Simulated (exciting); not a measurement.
# MoS2: the Mo L₃ edge from the Bethe–Salpeter equation

How far do the exchange and direct terms reshape the Mo L₃ edge of MoS2?

Method: X-ray absorption, core-level Bethe-Salpeter equation, exchange and statically screened direct term, Tamm-Dancoff, all-electron LAPW+lo PBE, in exciting sodium.

The database entry behind the starting cell differs from later determinations by our own check (about 0.3 % long), so it need not match the best structure at ambient conditions.

**1. Starting point**

The structure is hexagonal, space group P6_3/mmc (No. 194). The conventional cell has a = 3.169 Å, b = 3.169 Å, c = 12.324 Å, α = 90.00°, β = 90.00°, γ = 120.00°. Nearest to Mo lie 6 S at 2.41 Å. Nearest to S lie 3 Mo at 2.41 Å. Farther neighbours and most contacts between anions are not listed.

Structure file:

```cif
data_structure
_symmetry_space_group_name_H-M 'P6_3/mmc'
_symmetry_Int_Tables_number 194
_cell_length_a 3.1690
_cell_length_b 3.1690
_cell_length_c 12.3240
_cell_angle_alpha 90.000
_cell_angle_beta 90.000
_cell_angle_gamma 120.000
_cell_volume 107.18
loop_
_atom_site_label
_atom_site_type_symbol
_atom_site_symmetry_multiplicity
_atom_site_Wyckoff_symbol
_atom_site_fract_x
_atom_site_fract_y
_atom_site_fract_z
_atom_site_occupancy
Mo1 Mo 2 c 0.66667 0.33333 0.75000 1
S1 S 4 f 0.66667 0.33333 0.37700 1
```

Differences between curves are given as r.m.s. difference over r.m.s. height.

**2. The self-consistent potential**

The species files are the program's own, with muffin-tin radii set in the input.

input.xml

```
<input>
  <title>MoS2</title>
  <structure speciespath="." autormt="false" epslat="1.0e-5">
    <crystal>
      <basevect>5.9885420878 0.0000000000 0.0000000000</basevect>
      <basevect>-2.9942710439 5.1862295797 0.0000000000</basevect>
      <basevect>0.0000000000 0.0000000000 23.2889847556</basevect>
    </crystal>
    <species speciesfile="Mo.xml" rmt="2.240">
      <atom coord="0.6666666667 0.3333333333 0.7500000000"/>
      <atom coord="0.3333333333 0.6666666667 0.2500000000"/>
    </species>
    <species speciesfile="S.xml" rmt="2.173">
      <atom coord="0.6666666667 0.3333333333 0.3770000000"/>
      <atom coord="0.3333333333 0.6666666667 0.8770000000"/>
      <atom coord="0.6666666667 0.3333333333 0.1230000000"/>
      <atom coord="0.3333333333 0.6666666667 0.6230000000"/>
    </species>
  </structure>
  <groundstate do="fromscratch" xctype="GGA_PBE" ngridk="6 6 1" rgkmax="7" gmaxvr="14" nempty="8" swidth="0.001" maxscl="100" epsengy="1e-5"/>
</input>
```

Started as:

```sh
$ OMP_NUM_THREADS=1 mpirun -n 4 exciting
```

Numbers of over 12 decimals in the logs are rounded to 6 here.

The program printed:

```text
EXCITING SODIUM started
********************************************************************************
* Ground-state run starting from atomic densities                              *
********************************************************************************
+ Starting initialization                                                      +
[... lattice and species ...]
 Spin treatment                             :    spin-unpolarised
 Number of Bravais lattice symmetries       :      24
[...]
valence-band maximum at    1      0.0000  0.0000  0.0000
     conduction-band minimum at    5      0.1667  0.1667  0.0000
+ Self-consistent loop stopped                                                 +
 STATE.OUT is written
********************************************************************************
* Groundstate module stopped                                                   *
********************************************************************************
 Total time spent (seconds)                 :        33.91
| EXCITING SODIUM stopped                                                      =
[key lines of the parts left out:]
Total energy                               :     -9696.14716847
Fermi energy                               :         0.28802730
```

Wall time 36 s (4 MPI ranks of Intel Xeon 6975P-C (Granite Rapids), shared host).

The mesh shows a gap of 0.90 eV. Core levels (Dirac, from the valence top):

```csv
atom,level,energy (eV)
Mo,2s1/2,-2795.4
Mo,2p1/2,-2571.4
Mo,2p3/2,-2464.8
Mo,3s1/2,-473.8
Mo,3p1/2,-388.5
Mo,3p3/2,-371.0
Mo,3d3/2,-220.3
Mo,3d5/2,-217.0
```

**3. A richer basis for the empty states**

Each species file gets more local orbitals, built from u and its energy derivative at 0.15 Ha and u at 0.9 Ha.

input.xml is that of step 2.

SPECIES.xml, added lines

```
<lo l="L">  <!-- L = 0, 1, 2 -->
  <wf matchingOrder="0" trialEnergy="0.1500" searchE="false"/>
  <wf matchingOrder="1" trialEnergy="0.1500" searchE="false"/>
  <wf matchingOrder="0" trialEnergy="0.9000" searchE="false"/>
</lo>
```

Started as:

```sh
$ OMP_NUM_THREADS=1 mpirun -n 4 exciting
```

The program printed:

```text
EXCITING SODIUM started
********************************************************************************
* Ground-state run starting from atomic densities                              *
********************************************************************************
+ Starting initialization                                                      +
[... lattice and species ...]
 Spin treatment                             :    spin-unpolarised
 Number of Bravais lattice symmetries       :      24
[...]
valence-band maximum at    1      0.0000  0.0000  0.0000
     conduction-band minimum at    5      0.1667  0.1667  0.0000
+ Self-consistent loop stopped                                                 +
 STATE.OUT is written
********************************************************************************
* Groundstate module stopped                                                   *
********************************************************************************
 Total time spent (seconds)                 :        34.70
| EXCITING SODIUM stopped                                                      =
[key lines of the parts left out:]
Total energy                               :     -9696.14981855
Fermi energy                               :         0.28853267
```

The job ended after 36 s (4 MPI ranks).

Against the first ground state the total energy moves by -12 meV an atom and the gap by 0.00 eV.

**4. Screening, kernels and BSE for Mo atom 1**

The absorber has 6 S at 2.41 Å (trigonal prismatic, site symmetry -6m2).

input.xml, as its differences from that of step 3:

```diff
@@ -19,3 +19,19 @@
   </structure>
-  <groundstate do="fromscratch" xctype="GGA_PBE" ngridk="6 6 1" rgkmax="7" gmaxvr="14" nempty="8" swidth="0.001" maxscl="100" epsengy="1e-5"/>
+  <groundstate do="skip" xctype="GGA_PBE" ngridk="6 6 1" rgkmax="7" gmaxvr="14" nempty="8" swidth="0.001" maxscl="100" epsengy="1e-5"/>
+  <xs xstype="BSE" ngridk="5 5 1" ngridq="5 5 1" vkloff="0.097 0.273 0.493" rgkmax="7" nempty="51" gqmax="3" lmaxapwwf="5" lmaxemat="3" broad="0.03271" tevout="true">
+    <energywindow intv="90.171 91.788" points="439"/>
+    <screening screentype="full" nempty="78"/>
+    <BSE xas="true" xasspecies="1" xasatom="1" xasedge="L3" bsetype="singlet" nstlxas="1 47"/>
+    <qpointset>
+      <qpoint>0 0 0</qpoint>
+    </qpointset>
+    <plan>
+      <doonly task="xsgeneigvec"/>
+      <doonly task="writepmatxs"/>
+      <doonly task="scrgeneigvec"/>
+      <doonly task="scrwritepmat"/>
+      <doonly task="screen"/>
+      <doonly task="scrcoulint"/>
+    </plan>
+  </xs>
 </input>
```

input.xml for the exchange start (cutoff and plan only)

```
  gqmax="2"
  <plan>
    <doonly task="exccoulint"/>
  </plan>
```

input.xml for the last start (plan only)

```
  <plan>
    <doonly task="bse"/>
  </plan>
```

Started as:

```sh
$ OMP_NUM_THREADS=1 mpirun -n 4 exciting
$ OMP_NUM_THREADS=1 mpirun -n 4 exciting
$ OMP_NUM_THREADS=4 exciting
```

The program printed:

```text
| EXCITING SODIUM started for task xsgeneigvec ( 301)                          =
One-shot GS runs for BSE calculations
One-shot GS runs for k+qmt/2 grids
Info(xsgeneigvec): Generating eigenvectors for Q-point      1
Info(xsgeneigvec): Generation of eigenvectors finished
| EXCITING SODIUM started for task writepmatxs ( 320)                          =
Info(writepmatxs): Momentum matrix elements finished
| EXCITING SODIUM started for task scrgeneigvec ( 401)                         =
One-shot GS runs for BSE calculations
One-shot GS runs for k+qmt/2 grids
[...]
Info(setup_bse_block): Setting up RR part of hamiltonian
Info(setup_bse_block): Singlet spin state
Info(bse): Diagonalizing RR Hamiltonian (TDA)
Info(bse): Invoking Lapack routine ZHEEVR
      4700 eigen solutions found in the interval:
         i1=       1 i2=    4700
Info(bse): Writing excition energies and oscillator strengths to text file.
Info(makespectrum_dist): Making spectrum using formula for coupling with time reversed AR basis.
Info(makespectrum_dist): Using formalism for vanishing momentum transfer.
Info(writederived): Writing quantities derived from the macroscopic dielectric function.
Info(bselauncher): Spectrum finished for iqmt=  1
Info(bselauncher): All done for BSE type singlet
```

Run time: 12 min. Hardware: 4 MPI ranks.

Wall time by task: xsgeneigvec 6.9 s, writepmatxs 8.2 s, scrgeneigvec 5.9 s, scrwritepmat 5 s, screen 71 s, scrcoulint 2.2 min, exccoulint 6.6 min, bse 73 s.

The Mo L₃ spectrum of Mo atom 1 (energy from the Kohn–Sham onset, core level to the lowest empty state found on the meshes used, 2465.67 eV; the ground-state mesh sets it, and the shifted mesh has its lowest transition 0.26 eV above it; Im ε scaled to the maximum of the singlet run; cut below the end of the band set):

| E (eV) | isotropic | ε ⊥ c | ε ∥ c |
| --- | --- | --- | --- |
| -6.5 | 0.03 | 0.03 | 0.03 |
| -6.0 | 0.03 | 0.03 | 0.03 |
| -5.5 | 0.04 | 0.04 | 0.04 |
| -5.0 | 0.04 | 0.04 | 0.04 |
| -4.5 | 0.05 | 0.05 | 0.05 |
| -4.0 | 0.07 | 0.07 | 0.06 |
| -3.5 | 0.09 | 0.09 | 0.08 |
| -3.0 | 0.12 | 0.12 | 0.11 |
| -2.5 | 0.17 | 0.17 | 0.16 |
| -2.0 | 0.26 | 0.26 | 0.24 |
| -1.5 | 0.42 | 0.44 | 0.39 |
| -1.0 | 0.70 | 0.73 | 0.64 |
| -0.5 | 0.97 | 1.00 | 0.91 |
| 0.0 | 0.95 | 0.93 | 1.00 |
| 0.5 | 0.75 | 0.70 | 0.84 |
| 1.0 | 0.53 | 0.49 | 0.61 |
| 1.5 | 0.38 | 0.34 | 0.44 |
| 2.0 | 0.27 | 0.25 | 0.32 |
| 2.5 | 0.20 | 0.18 | 0.24 |
| 3.0 | 0.15 | 0.14 | 0.17 |
| 3.5 | 0.11 | 0.11 | 0.12 |
| 4.0 | 0.10 | 0.10 | 0.10 |
| 4.5 | 0.10 | 0.10 | 0.09 |
| 5.0 | 0.10 | 0.11 | 0.08 |
| 5.5 | 0.11 | 0.12 | 0.09 |
| 6.0 | 0.12 | 0.13 | 0.10 |
| 6.5 | 0.13 | 0.14 | 0.11 |
| 7.0 | 0.15 | 0.15 | 0.13 |
| 7.5 | 0.15 | 0.16 | 0.14 |
| 8.0 | 0.15 | 0.15 | 0.15 |
| 8.5 | 0.14 | 0.14 | 0.14 |
| 9.0 | 0.13 | 0.13 | 0.13 |
| 9.5 | 0.12 | 0.13 | 0.12 |
| 10.0 | 0.13 | 0.13 | 0.13 |
| 10.5 | 0.13 | 0.13 | 0.13 |
| 11.0 | 0.12 | 0.12 | 0.12 |
| 11.5 | 0.11 | 0.11 | 0.11 |
| 12.0 | 0.11 | 0.11 | 0.11 |
| 12.5 | 0.11 | 0.11 | 0.11 |
| 13.0 | 0.10 | 0.10 | 0.10 |
| 13.5 | 0.10 | 0.09 | 0.10 |
| 14.0 | 0.09 | 0.09 | 0.09 |
| 14.5 | 0.08 | 0.08 | 0.08 |
| 15.0 | 0.08 | 0.07 | 0.08 |
| 15.5 | 0.07 | 0.07 | 0.08 |
| 16.0 | 0.07 | 0.07 | 0.07 |
| 16.5 | 0.06 | 0.06 | 0.06 |
| 17.0 | 0.06 | 0.06 | 0.06 |
| 17.5 | 0.06 | 0.06 | 0.06 |
| 18.0 | 0.06 | 0.06 | 0.06 |
| 18.5 | 0.07 | 0.07 | 0.06 |
| 19.0 | 0.07 | 0.08 | 0.06 |
| 19.5 | 0.07 | 0.08 | 0.06 |
| 20.0 | 0.08 | 0.08 | 0.07 |

Maxima (height): -0.3 eV (1.00) and 7.6 eV (0.15).

The Hamiltonian has 4700 rows. The lowest groups of eigenvalues and the brightest ones, on the scale above (the program counts from the shifted mesh's onset, 0.26 eV higher). Core spinors bring spin-forbidden partners, so dark means forbidden by spin or by symmetry, and the shifted mesh splits states that symmetry would keep together:

| energy (eV) | states within 10 meV | relative strength |
| --- | --- | --- |
| -0.599 | 4 | 0.61 |
| -0.521 | 6 | 1.00 |
| -0.507 | 2 | 0.18 |
| -0.036 | 4 | 0.011 |
| 0.000 | 4 | 0.46 |
| 0.028 | 4 | 0.41 |
| 0.225 | 8 | 0.049 |
| 0.273 | 12 | 0.046 |

**5. Independent particles**

input.xml, as its differences from that of step 4:

```diff
@@ -23,3 +23,3 @@
     <screening screentype="full" nempty="78"/>
-    <BSE xas="true" xasspecies="1" xasatom="1" xasedge="L3" bsetype="singlet" nstlxas="1 47"/>
+    <BSE xas="true" xasspecies="1" xasatom="1" xasedge="L3" bsetype="IP" nstlxas="1 47"/>
     <qpointset>
@@ -28,8 +28,3 @@
     <plan>
-      <doonly task="xsgeneigvec"/>
-      <doonly task="writepmatxs"/>
-      <doonly task="scrgeneigvec"/>
-      <doonly task="scrwritepmat"/>
-      <doonly task="screen"/>
-      <doonly task="scrcoulint"/>
+      <doonly task="bse"/>
     </plan>
```

Started as:

```sh
$ OMP_NUM_THREADS=4 exciting
```

The program printed:

```text
| EXCITING SODIUM started for task bse ( 445)                                  =
Info(bselauncher): Init time:    0.649082
Info(bselauncher): Setting up and diagonalizing BSE Hamiltonian.
Info(bselauncher): Using momentum transfer vectors from list :   1 to  1
Info(bselauncher): Distributing qmt-points over   1 processes.
Info(bselauncher): BSE type: IP
Info(bselauncher): Momentum transfer list index: iqmt=  1
Info(bselauncher): Momentum transfer: vqmtl=   0.000   0.000   0.000
Info(bse): Inspecting occupations...
Info(setranges_modxs): Number of non-reduced k-points:       25
[...]
highest unoccupied state:  73
  Opening gap with a scissor of:      0.000/H      0.000/eV
Info(select_transitions): Number of participating transitions:    4700
Info(bse): Selecting transitions...
Info(bse):bsegap (eV):  2465.927743
Info(bse): IP requested, nothing much to do
Info(bse): Writing excition energies and oscillator strengths to text file.
Info(makespectrum_dist): Making spectrum using formula for coupling with time reversed AR basis.
Info(makespectrum_dist): Using formalism for vanishing momentum transfer.
Info(writederived): Writing quantities derived from the macroscopic dielectric function.
Info(bselauncher): Spectrum finished for iqmt=  1
Info(bselauncher): All done for BSE type IP
```

Wall time 1.5 s (4 threads).

Maxima (height): 1.1 eV (0.75), 8.2 eV (0.17) and 10.9 eV (0.16). The spectrum differs from the singlet run by 66 % r.m.s. Moving the earlier curve by +1.5 eV leaves 20 %. The highest maximum lies at 1.1 eV (0.75), against -0.3 eV (1.00).

**6. Exchange alone**

input.xml, as its differences from that of step 5:

```diff
@@ -23,3 +23,3 @@
     <screening screentype="full" nempty="78"/>
-    <BSE xas="true" xasspecies="1" xasatom="1" xasedge="L3" bsetype="IP" nstlxas="1 47"/>
+    <BSE xas="true" xasspecies="1" xasatom="1" xasedge="L3" bsetype="RPA" nstlxas="1 47"/>
     <qpointset>
```

Started as:

```sh
$ OMP_NUM_THREADS=4 exciting
```

The program printed:

```text
| EXCITING SODIUM started for task bse ( 445)                                  =
Info(bselauncher): Init time:    0.625469
Info(bselauncher): Setting up and diagonalizing BSE Hamiltonian.
Info(bselauncher): Using momentum transfer vectors from list :   1 to  1
Info(bselauncher): Distributing qmt-points over   1 processes.
Info(bselauncher): BSE type: RPA
Info(bselauncher): Momentum transfer list index: iqmt=  1
Info(bselauncher): Momentum transfer: vqmtl=   0.000   0.000   0.000
Info(bse): Inspecting occupations...
Info(setranges_modxs): Number of non-reduced k-points:       25
[...]
Info(setup_bse_block): Setting up RR part of hamiltonian
Info(setup_bse_block): Using RPA approximation
Info(bse): Diagonalizing RR Hamiltonian (TDA)
Info(bse): Invoking Lapack routine ZHEEVR
      4700 eigen solutions found in the interval:
         i1=       1 i2=    4700
Info(bse): Writing excition energies and oscillator strengths to text file.
Info(makespectrum_dist): Making spectrum using formula for coupling with time reversed AR basis.
Info(makespectrum_dist): Using formalism for vanishing momentum transfer.
Info(writederived): Writing quantities derived from the macroscopic dielectric function.
Info(bselauncher): Spectrum finished for iqmt=  1
Info(bselauncher): All done for BSE type RPA
```

The job ended after 76 s (4 threads).

Maxima (height): 1.1 eV (0.75), 8.2 eV (0.17) and 10.9 eV (0.16). The spectrum is that of the independent-particle run within 1 %.

**7. The levels of theory side by side**

| level | curve passes 0.15 (eV) | highest maximum (eV) | its height |
| --- | --- | --- | --- |
| IP | -1.0 | 1.1 | 0.75 |
| RPA | -1.0 | 1.1 | 0.75 |
| singlet | -2.6 | -0.3 | 1.00 |

```csv
E (eV),IP,RPA,singlet
-6.0,0.02,0.02,0.03
-5.0,0.02,0.02,0.04
-4.0,0.03,0.03,0.07
-3.0,0.05,0.05,0.12
-2.0,0.08,0.08,0.26
-1.0,0.16,0.16,0.70
0.0,0.40,0.40,0.95
1.0,0.74,0.74,0.53
2.0,0.62,0.62,0.27
3.0,0.40,0.40,0.15
4.0,0.19,0.19,0.10
5.0,0.13,0.13,0.10
6.0,0.13,0.13,0.12
7.0,0.15,0.15,0.15
8.0,0.17,0.17,0.15
9.0,0.16,0.16,0.13
10.0,0.15,0.15,0.13
11.0,0.16,0.16,0.12
12.0,0.14,0.14,0.11
13.0,0.14,0.14,0.10
14.0,0.13,0.13,0.09
15.0,0.11,0.11,0.08
16.0,0.10,0.10,0.07
17.0,0.08,0.08,0.06
18.0,0.08,0.08,0.06
19.0,0.09,0.09,0.07
20.0,0.10,0.10,0.08
```

**8. Results**

- absorber and edge: Mo L₃, atom 1
- surroundings: 6 S at 2.41 Å (trigonal prismatic, site symmetry -6m2)
- first bright state: -0.60 eV from the Kohn–Sham onset, on this mesh
- highest maximum: -0.3 eV
- cost of the BSE run: 12 min on 4 MPI ranks of Intel Xeon 6975P-C (Granite Rapids), shared host; the last task ran on as many threads

Is a core exciton bound? Yes on this mesh: the first bright state (over 5 % of the brightest) lies at -0.60 eV from the Kohn–Sham onset and at -0.86 eV from the lowest bare transition of its own mesh. Exchange alone changes the independent-particle spectrum by 0.1 % r.m.s. With 25 k points the binding energies are rough, and fine structure above the first lines is partly noise of the mesh. The kernel cutoff is low for a compact core orbital, so the effect of exchange is a lower bound. The zero comes from the unshifted 6×6×1 ground-state mesh; it is exact only where the band minimum lies on that mesh. The conduction states carry no spin here, so the exchange coupling to the spinor core hole is only partly held. This core level is treated alone, with no coupling to its spin–orbit partner. The Kohn–Sham onset, 2466 eV, is no photon energy (tabulated edge of the element: 2520 eV): the scale needs a rigid shift. Bands and screening come from semilocal DFT, whose small gap overscreens. Vibrations and energy-dependent lifetimes are left out. The structure is a published determination, not relaxed.

[Banner, clock and machine lines of the logs are left out without a mark of their own.]

[Logs are printed without paths, hosts, clocks, repeated set-up lines and the standing remarks that a program may print on its own settings, such as how far it seeks lower states.]

[Hosts, paths, dates, database ids (printed as entryN), source tags and the programs' standing remarks are cut or masked in the printed files.]
